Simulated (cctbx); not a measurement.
**Accept or mend?**

Cell a = 10.7060 Å, b = 3.7510 Å, c = 4.1450 Å, α = 90.00°, β = 90.00°, γ = 90.00°; space group Pnma (no. 62).

The data are simulated with cctbx, not measured: Cu Kα, λ = 1.54184 Å, to d = 0.8 Å, 95 % of the full sphere, strongest reflection 5000 counts, noise from counting, a 3 % proportional error and a noise floor of 4 counts (s.d.); no absorption, and some extinction, which the refinements don't model.

An anisotropic refinement with weights 1/σ² prints:

```text
Rint 0.036, 197 unique reflections to 0.80 A
cycle     R1     wR2    GooF  max shift (A)
   1  0.3519  0.6562  24.260   0.00578
   2  0.3468  0.6462  23.890   0.00013
final R1 0.3467 wR2 0.6462 GooF 23.890  parameters 6  data/parameter 32.8
atom        x        y        z      Ueq    occ   su(xyz)  su(Uiso or U11)
Mo1    0.88575  0.75000  0.88212  -0.0049  1.000  0.00241  0.0050  NPD
difference map: max 60.40 min -17.61 rms 5.34
Q1    0.1548  0.7500  0.5228    4   63.64  2.50 A from Mo1
Q2    0.1141  0.2500  0.0970    4   52.91  0.09 A from Mo1
Q3    0.0943  0.2500  0.4984    4   17.79  1.59 A from Mo1
Q4    0.1572  0.7500  0.2452    4   16.82  2.00 A from Mo1
Q5    0.1603  0.7500  0.7551    4   12.14  2.45 A from Mo1
Q6    0.1606  0.2500  0.7913    4    5.90  1.44 A from Mo1
```

**Question.** Can this result stand? If not, what is the likely fault?

Mend it. The fault: an atom left out, S at (0.1535, 3/4, 0.5208). Against the right model at the same level, R1 goes from 0.0142 to 0.3467 and GooF from 1.15 to 23.89, the top difference peak, 63.6 e/Å³, lies 2.50 Å from Mo1 and Mo1 goes non-positive-definite. Q1 is the missing atom. With scattering power missing, scale and phases suffer, so peaks may also grow on the heavy atoms.

The compound is MoS. The right model at the same level gives:

```text
Rint 0.036, 197 unique reflections to 0.80 A
cycle     R1     wR2    GooF  max shift (A)
   1  0.0174  0.0385   1.446   0.00052
   2  0.0142  0.0306   1.150   0.00000
final R1 0.0142 wR2 0.0306 GooF 1.150  parameters 12  data/parameter 16.4
atom        x        y        z      Ueq    occ   su(xyz)  su(Uiso or U11)
Mo1    0.88590  0.75000  0.88075   0.0026  1.000  0.00009  0.0002
S1     0.15335  0.75000  0.52094   0.0044  1.000  0.00026  0.0005
difference map: max 0.59 min -0.86 rms 0.18
Q1    0.0623  0.2500  0.4986    4    0.61  1.67 A from Mo1
Q2    0.0400  0.7500  0.4389    4    0.52  1.26 A from S1
Q3    0.0433  0.7500  0.0376    4    0.48  1.81 A from Mo1
Q4    0.0105  0.7500  0.8730    4    0.43  1.33 A from Mo1
Q5    0.2056  0.7500  0.0139    4    0.43  2.12 A from S1
Q6    0.1676  0.6021  0.8526    8    0.41  1.49 A from S1
```

This is a model crystal, built by substitution and not relaxed, with assumed displacement parameters.

[Middle refinement cycles are left out of these outputs.]

[Logs are printed without paths, hosts, clocks, repeated set-up lines and the standing remarks that a program may print on its own settings, such as how far it seeks lower states.]
